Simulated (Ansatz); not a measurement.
Rows from a G0W0 calculation on Ga2S3 (Cc) (Ansatz 0.2.0; G0W0 on LDA, plane waves, PAW; 4×4×2 mesh, 499 empty bands, screening to 102 eV, hard PAW files), in eV. Spin-orbit coupling is left out.

```
row  k  band  start       Σx  Σc at the solution      Vxc
  A  Γ    c1  7.803  -10.451              -3.830  -15.095
  B  Γ    v1  6.139  -18.623               2.265  -15.801
  C  Γ    v2  5.615  -18.896               2.138  -16.229
  D  Γ    v3  5.474  -19.083               2.011  -16.567
  E  Γ    c2  8.334   -9.759              -3.873  -14.463
  F  Γ    c3  9.138   -9.573              -4.170  -14.577
```

Question: Work out each quasiparticle level and how far it moved.

The quasiparticle equation reads E = start + Σx + Σc(E) − Vxc.

```
row  E (eV)  shift (eV)
  A   8.617      +0.814
  B   5.583      −0.556
  C   5.085      −0.530
  D   4.969      −0.505
  E   9.164      +0.830
  F   9.972      +0.834
```

The gap over the computed points goes from 1.66 eV to 3.03 eV.

Limits: not at the basis limit; no spin-orbit coupling; coarse k mesh.

[Paths, hosts, dates, memory and timing lines, banners, echoed tables and standing remarks are left out of the program output.]

[Logs are printed without paths, hosts, clocks, repeated set-up lines and the standing remarks that a program may print on its own settings, such as how far it seeks lower states.]

[Runs of the session that timed out or met a known fault of the program may be left out.]

[Cells called generated may have been cut or substituted from an entry of the Crystallography Open Database or the Materials Project.]

[Hosts, paths, dates, database ids (printed as entryN), source tags and the programs' standing remarks are cut or masked in the printed files.]
